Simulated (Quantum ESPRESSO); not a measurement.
## CaMn2As2: energy over the lowest, ferro ++ against volume, fitted and tested on a withheld row

System: CaMn2As2, 1 Ca, 2 Mn and 2 As in the cell, space group P-3m1. From the study “CaMn2As2: magnetism against volume”.

Method: PBEsol; plane waves with GBRV 1.5 PBEsol potentials (Quantum ESPRESSO 7.5). Settings shared by all rows: cutoff 544.23 eV, 8×8×4 k-mesh, fermi-dirac occupations, smearing width 0.1 eV.

Computed values, one withheld:

| volume (factor) | energy over the lowest, ferro ++ (meV an atom) |
| --- | --- |
| 0.8 | 215.0 |
| 0.86 | 107.9 |
| 0.92 | 68.0 |
| 0.96 | 66.6 |
| 1 | 79.3 |
| 1.05 | ? |
| 1.1 | 148.2 |
| 1.16 | 198.8 |

**Question.** Choose a law, fit it, and give the withheld energy over the lowest, ferro ++ (volume = 1.05 factor).

**Law.** Energy against volume follows the Birch–Murnaghan form, which is a polynomial in the Eulerian strain: third order, a cubic in t = (V/1)^(−2/3) − 1. In symbols, E = c0 + c1 t + c2 t² + c3 t³, with energy over the lowest, ferro ++ in meV an atom.

**Fit.** Least squares on 7 rows gives c0 = 79.814, c1 = -672.908, c2 = 7497.64 and c3 = 12246.

| volume (factor) | t | computed | fit | computed − fit |
| --- | --- | --- | --- | --- |
| 0.8 | 0.1604 | 215.0 | 215.31 | -0.31 |
| 0.86 | 0.10578 | 107.9 | 107.02 | 0.88 |
| 0.92 | 0.057162 | 68.0 | 68.13 | -0.13 |
| 0.96 | 0.027588 | 66.6 | 67.21 | -0.61 |
| 1 | 0 | 79.3 | 79.81 | -0.51 |
| 1.1 | -0.061564 | 148.2 | 146.80 | 1.40 |
| 1.16 | -0.094209 | 198.8 | 199.51 | -0.71 |

The slope vanishes at t = 0.0408, so the minimum lies at V = 1 × (1 + t)^(−3/2) = 0.9418. That is the minimum of this magnetic state alone.

Shape and fractional positions are held, so this modulus can lie above that of a cell free to relax.

**Prediction.** At volume = 1.05 factor, t = -0.032003, so the law predicts 108.63 meV an atom. The computed value is 109.2 meV an atom, 0.57 above the prediction. The row lies between fitted rows, so this is an interpolation. The miss is smaller than the rms residual of the fit, 0.76.

[Hosts, paths, dates, database ids (printed as entryN), source tags and the programs' standing remarks are cut or masked in the printed files.]

[Where a cell is said to come from a database of computed structures, the database is the Materials Project.]
